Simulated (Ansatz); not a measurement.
## Cs on Ag(111): change of the work function

How does one ordered layer of Cs (fcc site) change the work function of Ag(111), and what dipole does each adsorbate carry?

Program: Ansatz 0.2.0. Level of theory: plane-wave DFT, PBE, Ansatz PAW. Results are calculated unless marked as measured.

### 1. Set-up

The cell holds 4 atoms: 4 Ag. Its edges and angles: a = 2.892 Å, b = 2.892 Å, c = 25.084 Å, α = 90.0°, β = 90.0°, γ = 60.0°. Vacuum lies along c.

### 2. The clean slab

The bare slab comes first, as the zero from which every change is counted. The two lowest layers are held at bulk places and the upper ones relax. The dipole correction removes the false field that a one-sided slab makes across the periodic vacuum, so each face gets a flat vacuum level of its own.

input.yaml

```yaml
crystal:
  lattice:
    - [2.8920667351, 0.0, 0.0]
    - [1.4460333675, 2.504603262, 0.0]
    - [0.0, 0.0, 25.084087803]
  atoms:
    - { symbol: Ag, position: [0.0, 0.0, 0.3587931947] }
    - { symbol: Ag, position: [0.3333333333, 0.3333333333, 0.4529310649] }
    - { symbol: Ag, position: [0.6666666667, 0.6666666667, 0.5470689351] }
    - { symbol: Ag, position: [0.0, 0.0, 0.6412068053] }
kpoints:
  mp_grid: { grid: [12, 12, 1] }
hamiltonian:
  xc: pbe
scf:
  occupations: { method: fermi_dirac, width: 0.1 }
  convergence: { dr2_threshold: 1.0e-08 }
efield:
  axis: 3
  dipole_correction: true
  ramp_position: 0.97
  ramp_width: 0.06
relax:
  f_tol: 0.02
  max_steps: 60
  constraints: [{ sites: [0, 1] }]
output:
  write_potential: true
  write_density: true
  volumetric_format: npy
```

Command:

```bash
> ansatz run input.yaml --threads 4 --pin off --max-ram 6144MiB --backend cpu --events-out ev --progress --plain --runs-dir out
```

Numbers of over 12 decimals in the logs are rounded to 6 here.

What it wrote:

```text
Engine: ansatz 0.2.0, x86_64-unknown-linux-gnu
Pseudopotentials: kind: paw
Pseudopotential: Ag, paw, valence charge 19, recommended cutoff 420 eV (normal), Ag.paw.azcp
Functional definition: PBE
  parameter kappa = 0.804
  parameter beta = 0.066725
  exchange = pbe_x(kappa = kappa, mu = beta*pi^2/3)
  correlation = pbe_c(beta = beta)
Crystal: 4 atoms, lattice volume = 181.696 Å³
Basis set: ecut = 420 eV, 3551 PW (Γ), exchange–correlation on 40×40×360 points (8 copies of the dense FFT grid, shifted against one another)
Bands: 46, of which v1, the nominal top of the filled ones, is band 38 counted from 1 (37 counted from 0)
Symmetry: 6 space group operations
k-points: 19 of 144 (time reversal used)
Non-local potential: Ag, projectors of the file, l = 0: 3, l = 1: 2, l = 2: 2, l = 3: 1
PAW form: soft (Blöchl's): semilocal exchange-correlation on the pseudo side does not see the compensation charge
PAW one-centre angular grid: Ag, 590 points (default); XC on 64 Gauss nodes
Initial density: superposition of atomic densities (neutral atoms: chi_scale 0, normalization atom), corrected by the library's trained network
Initial wavefunctions: pseudopotential atomic-orbital guess
Functional: x = pbe(κ = 0.804, μ = 0.219515), c = pbe(β = 0.066725)
SCF iter   1: F=—  HF=-30361.536039 eV  |F-HF|=—  |Δ(HF+E_count)|=         —  Δρ=1.43e-3  dr2=2.13e-2  ethr=1.77e-3  p=0.000 e·Å  D=2.60e-13 V/Å  ΔV_dip=-0.00 eV  dr2_dipole=1.52e-9  V_vac-E_F(+/−)=4.39/4.39 eV  ⟨swp⟩=7.4  Hψ=3672  notcnv=0  defer=12
efield: sawtooth ramp at fractional position 0.9700 (set: `efield.ramp_position`, or a place that a band, a saddle search or an elastic batch's reference lends), width 0.0600; the density the first Hamiltonian is built on has a dipole p = 0.000 e·Å; the dipole correction subtracts the counter field D = 2.60e-13 V/Å, which shifts the + side's vacuum level by -0.00 eV against the − side's; the planar-averaged density in the ramp window peaks in size at 3.3e-6 e/Å³
preconditioner: auto → LDOS  [metal: Δε(μ)=0.132 eV  Ē_g=9.346 eV  σ=0.100 eV  W_gap=0.32  n_scr=18 (ndim 8)  ℏωp=18.3 eV  f_vac=0.583  D(μ)=0.82/eV (n_scr^D=6)  β→1.0]
SCF iter   2: F=—  HF=-30361.540487 eV  |F-HF|=—  |Δ(HF+E_count)|=   4.45e-3  Δρ=1.71e-3  dr2=1.09e-2  ethr=2.80e-5  p=-0.000 e·Å  D=-9.71e-6 V/Å  ΔV_dip=0.00 eV  dr2_dipole=2.65e-10  V_vac-E_F(+/−)=4.43/4.43 eV  ⟨swp⟩=2.2  Hψ=1740  notcnv=0  defer=25
SCF iter   3: F=—  HF=-30361.538903 eV  |F-HF|=—  |Δ(HF+E_count)|=   1.58e-3  Δρ=5.15e-4  dr2=3.95e-4  ethr=1.43e-5  p=-0.000 e·Å  D=-2.42e-6 V/Å  ΔV_dip=0.00 eV  dr2_dipole=6.35e-10  V_vac-E_F(+/−)=4.45/4.45 eV  ⟨swp⟩=2.0  Hψ=1312  notcnv=0  defer=25
SCF iter   4: F=—  HF=-30361.538836 eV  |F-HF|=—  |Δ(HF+E_count)|=   6.70e-5  Δρ=7.08e-5  dr2=1.22e-5  ethr=5.20e-7  p=-0.000 e·Å  D=-1.66e-6 V/Å  ΔV_dip=0.00 eV  dr2_dipole=2.22e-10  V_vac-E_F(+/−)=4.45/4.45 eV  ⟨swp⟩=3.2  Hψ=1672  notcnv=0  defer=25
SCF iter   5: F=—  HF=-30361.538841 eV  |F-HF|=—  |Δ(HF+E_count)|=   4.57e-6  Δρ=2.65e-5  dr2=1.77e-6  ethr=1.60e-8  p=-0.000 e·Å  D=-6.24e-8 V/Å  ΔV_dip=0.00 eV  dr2_dipole=2.13e-12  V_vac-E_F(+/−)=4.45/4.45 eV  ⟨swp⟩=2.6  Hψ=1527  notcnv=0  defer=25
SCF iter   6: F=—  HF=-30361.538866 eV  |F-HF|=—  |Δ(HF+E_count)|=   2.56e-5  Δρ=9.20e-6  dr2=1.40e-7  ethr=2.33e-9  p=0.000 e·Å  D=9.55e-8 V/Å  ΔV_dip=-0.00 eV  dr2_dipole=5.77e-13  V_vac-E_F(+/−)=4.46/4.46 eV  ⟨swp⟩=2.2  Hψ=1219  notcnv=0  defer=25
SCF iter   7: F=—  HF=-30361.538866 eV  |F-HF|=—  |Δ(HF+E_count)|=   3.58e-8  Δρ=3.14e-6  dr2=2.09e-8  ethr=1.84e-10  p=0.000 e·Å  D=3.04e-8 V/Å  ΔV_dip=-0.00 eV  dr2_dipole=6.05e-13  V_vac-E_F(+/−)=4.46/4.46 eV  ⟨swp⟩=2.4  Hψ=1593  notcnv=0  defer=25
SCF iter   8: F=-30361.538866 eV  HF=-30361.538866 eV  |F-HF|=2.71e-9  |Δ(HF+E_count)|=   5.29e-9  Δρ=6.78e-7  dr2=5.64e-10  ethr=1.32e-11  p=-0.000 e·Å  D=-6.97e-9 V/Å  ΔV_dip=0.00 eV  dr2_dipole=1.63e-14  V_vac-E_F(+/−)=4.46/4.46 eV  ⟨swp⟩=8.7  Hψ=5215  notcnv=0
SCF 1 converged in 8 iterations: F = -30361.538866 eV  dr2 = 5.64e-10
  greatest PAW one-centre occupation: 1.000 electrons in one spin orbital (limit 2), on the Ag atom at site 1 (counted from 0), in its partial waves of l = 0
relax step   1: F+E_penalty+E_count = -30361.53886649 eV  Δ(F+E_penalty+E_count) = +0.000e0 eV  max|allowed force component| = 1.394e-1 eV/Å  Δτ_max = 0.0000 Å  (8 SCF iters, accepted)
Initial density: handed on by an earlier stage of this run
Initial wavefunctions: those handed on with the density
iter 1 solved again at ethr=1.65e-5 eV; its pass at ethr=3.10e-3 eV (dr2=1.25e-2 eV) is discarded
SCF iter   1: F=—  HF=-30361.545711 eV  |F-HF|=—  |Δ(HF+E_count)|=         —  Δρ=2.56e-3  dr2=1.12e-2  ethr=1.65e-5  p=-0.000 e·Å  D=-2.73e-8 V/Å  ΔV_dip=0.00 eV  dr2_dipole=8.08e-5  V_vac-E_F(+/−)=4.45/4.45 eV  ⟨swp⟩=2.0  Hψ=3443  notcnv=0  defer=33
efield: sawtooth ramp at fractional position 0.9700 (set: `efield.ramp_position`, or a place that a band, a saddle search or an elastic batch's reference lends), width 0.0600; the density the first Hamiltonian is built on has a dipole p = -0.000 e·Å; the dipole correction subtracts the counter field D = -2.73e-8 V/Å, which shifts the + side's vacuum level by +0.00 eV against the − side's; the planar-averaged density in the ramp window peaks in size at 6.5e-7 e/Å³
preconditioner: auto → LDOS  [metal: Δε(μ)=0.209 eV  Ē_g=9.267 eV  σ=0.100 eV  W_gap=0.48  n_scr=18 (ndim 8)  ℏωp=18.3 eV  f_vac=0.579  D(μ)=0.92/eV (n_scr^D=6)  β→1.0]
SCF iter   2: F=—  HF=-30361.545729 eV  |F-HF|=—  |Δ(HF+E_count)|=   1.82e-5  Δρ=2.20e-3  dr2=1.62e-2  ethr=1.47e-5  p=0.001 e·Å  D=1.26e-3 V/Å  ΔV_dip=-0.03 eV  dr2_dipole=1.53e-3  V_vac-E_F(+/−)=4.40/4.43 eV  ⟨swp⟩=2.1  Hψ=1485  notcnv=0  defer=33
SCF iter   3: F=—  HF=-30361.542237 eV  |F-HF|=—  |Δ(HF+E_count)|=   3.49e-3  Δρ=4.16e-4  dr2=3.20e-4  ethr=1.47e-5  p=-0.002 e·Å  D=-1.87e-3 V/Å  ΔV_dip=0.05 eV  dr2_dipole=4.02e-5  V_vac-E_F(+/−)=4.49/4.44 eV  ⟨swp⟩=2.0  Hψ=1399  notcnv=0  defer=33
SCF iter   4: F=—  HF=-30361.542206 eV  |F-HF|=—  |Δ(HF+E_count)|=   3.17e-5  Δρ=2.30e-4  dr2=1.11e-4  ethr=4.21e-7  p=-0.001 e·Å  D=-1.01e-3 V/Å  ΔV_dip=0.03 eV  dr2_dipole=2.24e-7  V_vac-E_F(+/−)=4.47/4.44 eV  ⟨swp⟩=2.2  Hψ=1528  notcnv=0  defer=33
SCF iter   5: F=—  HF=-30361.542194 eV  |F-HF|=—  |Δ(HF+E_count)|=   1.19e-5  Δρ=3.25e-5  dr2=3.43e-6  ethr=1.46e-7  p=-0.001 e·Å  D=-1.14e-3 V/Å  ΔV_dip=0.03 eV  dr2_dipole=7.57e-7  V_vac-E_F(+/−)=4.47/4.44 eV  ⟨swp⟩=2.0  Hψ=1327  notcnv=0  defer=33
SCF iter   6: F=—  HF=-30361.542212 eV  |F-HF|=—  |Δ(HF+E_count)|=   1.83e-5  Δρ=1.26e-5  dr2=3.00e-7  ethr=4.51e-9  p=-0.001 e·Å  D=-1.17e-3 V/Å  ΔV_dip=0.03 eV  dr2_dipole=8.74e-9  V_vac-E_F(+/−)=4.47/4.44 eV  ⟨swp⟩=2.0  Hψ=1297  notcnv=0  defer=33
SCF iter   7: F=—  HF=-30361.542212 eV  |F-HF|=—  |Δ(HF+E_count)|=   9.44e-8  Δρ=3.85e-6  dr2=3.51e-8  ethr=3.94e-10  p=-0.001 e·Å  D=-1.17e-3 V/Å  ΔV_dip=0.03 eV  dr2_dipole=2.80e-12  V_vac-E_F(+/−)=4.47/4.44 eV  ⟨swp⟩=2.0  Hψ=1501  notcnv=0  defer=33
SCF iter   8: F=-30361.542212 eV  HF=-30361.542212 eV  |F-HF|=2.99e-9  |Δ(HF+E_count)|=   2.52e-8  Δρ=8.95e-7  dr2=1.21e-9  ethr=1.32e-11  p=-0.001 e·Å  D=-1.16e-3 V/Å  ΔV_dip=0.03 eV  dr2_dipole=2.58e-11  V_vac-E_F(+/−)=4.47/4.44 eV  ⟨swp⟩=9.0  Hψ=5307  notcnv=0
SCF 2 converged in 8 iterations: F = -30361.542212 eV  dr2 = 1.21e-9
relax step   2: F+E_penalty+E_count = -30361.54221217 eV  Δ(F+E_penalty+E_count) = -3.346e-3 eV  max|allowed force component| = 5.879e-2 eV/Å  Δτ_max = 0.1208 Å  (8 SCF iters, accepted)
SCF iter   1: F=—  HF=-30361.543996 eV  |F-HF|=—  |Δ(HF+E_count)|=         —  Δρ=9.71e-4  dr2=1.77e-3  ethr=2.01e-5  p=-0.001 e·Å  D=-1.16e-3 V/Å  ΔV_dip=0.03 eV  dr2_dipole=5.25e-5  V_vac-E_F(+/−)=4.48/4.45 eV  ⟨swp⟩=3.8  Hψ=2048  notcnv=0  defer=33
efield: sawtooth ramp at fractional position 0.9700 (set: `efield.ramp_position`, or a place that a band, a saddle search or an elastic batch's reference lends), width 0.0600; the density the first Hamiltonian is built on has a dipole p = -0.001 e·Å; the dipole correction subtracts the counter field D = -1.16e-3 V/Å, which shifts the + side's vacuum level by +0.03 eV against the − side's; the planar-averaged density in the ramp window peaks in size at 7.8e-7 e/Å³
preconditioner: auto → LDOS  [metal: Δε(μ)=0.206 eV  Ē_g=9.288 eV  σ=0.100 eV  W_gap=0.47  n_scr=18 (ndim 8)  ℏωp=18.3 eV  f_vac=0.581  D(μ)=0.89/eV (n_scr^D=6)  β→1.0]
SCF iter   2: F=—  HF=-30361.544014 eV  |F-HF|=—  |Δ(HF+E_count)|=   1.81e-5  Δρ=9.28e-4  dr2=2.53e-3  ethr=2.33e-6  p=-0.002 e·Å  D=-1.70e-3 V/Å  ΔV_dip=0.04 eV  dr2_dipole=3.84e-5  V_vac-E_F(+/−)=4.50/4.46 eV  ⟨swp⟩=2.7  Hψ=1897  notcnv=0  defer=33
SCF iter   3: F=—  HF=-30361.543440 eV  |F-HF|=—  |Δ(HF+E_count)|=   5.74e-4  Δρ=1.90e-4  dr2=6.10e-5  ethr=2.33e-6  p=-0.001 e·Å  D=-6.14e-4 V/Å  ΔV_dip=0.02 eV  dr2_dipole=4.87e-6  V_vac-E_F(+/−)=4.47/4.45 eV  ⟨swp⟩=2.0  Hψ=1396  notcnv=0  defer=33
SCF iter   4: F=—  HF=-30361.543423 eV  |F-HF|=—  |Δ(HF+E_count)|=   1.78e-5  Δρ=8.92e-5  dr2=1.40e-5  ethr=8.03e-8  p=-0.001 e·Å  D=-8.67e-4 V/Å  ΔV_dip=0.02 eV  dr2_dipole=8.59e-9  V_vac-E_F(+/−)=4.47/4.45 eV  ⟨swp⟩=2.5  Hψ=1546  notcnv=0  defer=33
SCF iter   5: F=—  HF=-30361.543428 eV  |F-HF|=—  |Δ(HF+E_count)|=   5.44e-6  Δρ=1.46e-5  dr2=9.75e-7  ethr=1.84e-8  p=-0.001 e·Å  D=-8.27e-4 V/Å  ΔV_dip=0.02 eV  dr2_dipole=2.55e-7  V_vac-E_F(+/−)=4.47/4.45 eV  ⟨swp⟩=2.0  Hψ=1332  notcnv=0  defer=33
SCF iter   6: F=—  HF=-30361.543462 eV  |F-HF|=—  |Δ(HF+E_count)|=   3.41e-5  Δρ=4.76e-6  dr2=6.34e-8  ethr=1.28e-9  p=-0.001 e·Å  D=-8.00e-4 V/Å  ΔV_dip=0.02 eV  dr2_dipole=9.80e-9  V_vac-E_F(+/−)=4.47/4.45 eV  ⟨swp⟩=2.0  Hψ=1200  notcnv=0  defer=33
SCF iter   7: F=—  HF=-30361.543462 eV  |F-HF|=—  |Δ(HF+E_count)|=   2.80e-8  Δρ=1.89e-6  dr2=1.05e-8  ethr=1.32e-11  p=-0.001 e·Å  D=-7.97e-4 V/Å  ΔV_dip=0.02 eV  dr2_dipole=1.63e-11  V_vac-E_F(+/−)=4.47/4.45 eV  ⟨swp⟩=9.1  Hψ=5612  notcnv=0
SCF iter   8: F=-30361.543462 eV  HF=-30361.543462 eV  |F-HF|=9.75e-10  |Δ(HF+E_count)|=   4.10e-9  Δρ=4.65e-7  dr2=2.72e-10  ethr=1.32e-11  p=-0.001 e·Å  D=-7.96e-4 V/Å  ΔV_dip=0.02 eV  dr2_dipole=9.85e-14  V_vac-E_F(+/−)=4.47/4.45 eV  ⟨swp⟩=8.2  Hψ=5047  notcnv=0
SCF 3 converged in 8 iterations: F = -30361.543462 eV  dr2 = 2.72e-10
relax step   3: F+E_penalty+E_count = -30361.54346218 eV  Δ(F+E_penalty+E_count) = -1.250e-3 eV  max|allowed force component| = 3.526e-3 eV/Å  Δτ_max = 0.0437 Å  (8 SCF iters, accepted)
NSCF: frozen V_eff on 19 k-points
the band table was solved once a step of the walk had ended and its energy, with any forces and stress, was formed, with the checks that follow a solve (4634 applications of the Hamiltonian). They found nothing against the state; the energy, forces and stress were not computed again (output.eigenvalues in the input reference)
SCF converged after 8 iterations
Free energy (F): -30361.543462 eV
Harris-Foulkes:  -30361.543462 eV  (|F-HF|=9.75e-10)
Internal energy: -30361.511446 eV  (E = F + TS)
E sigma→0 (E₀):  -30361.527454 eV
Entropy (-TS):   -0.032016 eV (-8.004 meV/atom)
Fermi energy:    3.774940 eV
Dipole field:    D = -0.000797 V/Å  (p = -0.000800 e·Å, saw-weighted, corrected)
Work function:   Φ+ = 4.4694 eV   Φ− = 4.4494 eV
Levels:          The Fermi level and band energies are counted from a zero that moves with the ramp; work functions are not
--- Per-component energies (eV) ---
  E_band       = -1960.547775
  E_kinetic    = 2109.099075
  E_local      = -128020.276693  (includes V_loc(G=0)·N_el)
  E_nonlocal   = 320.756909
  E_hartree    = 63107.808708
  E_xc         = -738.272181
  E_vxc        = -937.843934  (∫ρ·V_xc dr)
  E_paw        = -15609.056264  (= ΣΔE_a)
  E_vpaw       = -1647.903650  (= ΣTr[D̂ρ^β])
  E_aug_tail   = 0.001306  (compensation charges beyond the density's cutoff)
  E_efield     = 0.000000  (sawtooth field / dipole correction)
  E_vefield    = 0.001582  (∫n·V_field dr)
  E_ewald      = 48468.427694
  E_smearing   = -0.032016  (= −TS)
  E_closure    = -0.000000  (closes the sum)
  Σ components = -30361.543462   (vs F -30361.543462, Δ=0.00e0)
--- Forces (eV/Å), atoms counted from 1 ---
  atom   1  Ag    -0.00000000     0.00000000    -0.13252267
  atom   2  Ag     0.00000000    -0.00000000     0.12981904
  atom   3  Ag    -0.00000000    -0.00000000     0.00352622
  atom   4  Ag    -0.00000000     0.00000000    -0.00082127
  max |Σ_I F_I| component: 1.31e-6 eV/Å
--- Band table (eV; the first three rows and the last of 19) ---
  k-point 0: bands = [... 34 lower, 0.3804, 0.4880, 0.4880, 0.7234, 0.7234, 2.7357, 3.9494, 7.7601, ... 4 higher]
  k-point 1: bands = [... 34 lower, 0.3192, 0.4035, 0.4876, 0.7293, 1.0045, 3.0032, 4.3438, 7.8970, ... 4 higher]
  k-point 2: bands = [... 34 lower, 0.1786, 0.4121, 0.4831, 0.7430, 1.5725, 3.6517, 5.3129, 8.3086, ... 4 higher]
  k-point 18: bands = [... 34 lower, 0.6631, 0.6714, 7.1502, 7.3285, 7.3357, 8.0731, 8.0825, 8.4313, ... 4 higher]
--- Relaxed structure (3 steps of the walk, 3 accepted, 0 SCFs on fresh bases) ---
  F+E_penalty+E_count = -30361.54346218 eV   max|allowed force component| = 3.526e-3 eV/Å
  atoms:
    - { symbol: Ag, position: [0.0, 0.0, 0.3587931947] }
    - { symbol: Ag, position: [0.333333, 0.333333, 0.452931] }
    - { symbol: Ag, position: [0.666667, 0.666667, 0.548158] }
    - { symbol: Ag, position: [2.5445411667508047e-18, -1.1400014543183414e-18, 0.644283] }
```

Run time: 2.8 s. Hardware: 4 threads of AMD EPYC 9R45, shared host; peak memory 0.57 GiB; 10 s of CPU time.

Step by step:

| step | energy less that of the first step (eV) | largest force component (eV/Å) |
| --- | --- | --- |
| 1 | 0.0000 | 0.1394 |
| 2 | -0.0033 | 0.0588 |
| 3 | -0.0046 | 0.0035 |

The run keeps the 6 symmetry operations that it works with, so distortions that break them were not tested.

The atoms that moved most (Å):

| atom | dx | dy | dz | length |
| --- | --- | --- | --- | --- |
| Ag4 | 0.000 | 0.000 | 0.077 | 0.077 |
| Ag3 | 0.000 | 0.000 | 0.027 | 0.027 |

The relaxed structure:

```cif
data_structure
_symmetry_space_group_name_H-M 'P 1'
_symmetry_Int_Tables_number 1
_cell_length_a 2.8921
_cell_length_b 2.8921
_cell_length_c 25.0841
_cell_angle_alpha 90.000
_cell_angle_beta 90.000
_cell_angle_gamma 60.000
_cell_volume 181.70
loop_
_atom_site_label
_atom_site_type_symbol
_atom_site_fract_x
_atom_site_fract_y
_atom_site_fract_z
_atom_site_occupancy
Ag1 Ag 0.00000 0.00000 0.35879 1
Ag2 Ag 0.33333 0.33333 0.45293 1
Ag3 Ag 0.66667 0.66667 0.54816 1
Ag4 Ag 0.00000 0.00000 0.64428 1
```

This step gave:

* energy at zero smearing: -30361.5275 eV
* work function, upper face: 4.469 eV
* dipole along the normal: -8.00e-4 e·Å

Running mean over 2.361 Å of the planar mean; the ramp of the sawtooth is left out. Table of electron's electrostatic potential energy less the Fermi level by z:

| z (Å) | electron's electrostatic potential energy less the Fermi level (eV) |
| --- | --- |
| 4 | 4.45 |
| 5 | 4.44 |
| 6 | 4.38 |
| 7 | 3.48 |
| 8 | -2.25 |
| 9 | -5.85 |
| 10 | -6.03 |
| 11 | -6.05 |
| 12 | -5.92 |
| 13 | -5.89 |
| 14 | -5.97 |
| 15 | -5.68 |
| 16 | -5.86 |
| 17 | -3.28 |
| 18 | 2.97 |
| 19 | 4.36 |
| 20 | 4.46 |
| 21 | 4.47 |
| 22 | 4.47 |

The relaxation took 3 steps and lowered the energy by 0.0046 eV; the largest force on the free atoms ends at 0.0035 eV/Å.

The work function of the upper face is 4.47 eV.

[end of part 1 of 2]

[Logs are printed without paths, hosts, clocks, repeated set-up lines and the standing remarks that a program may print on its own settings, such as how far it seeks lower states.]

[Hosts, paths, dates, database ids (printed as entryN), source tags and the programs' standing remarks are cut or masked in the printed files.]

[Maps of the electrostatic potential energy from Ansatz leave out the sawtooth potential of an applied field or a dipole correction, so their vacuum need not be flat; planar profiles and work functions include it.]
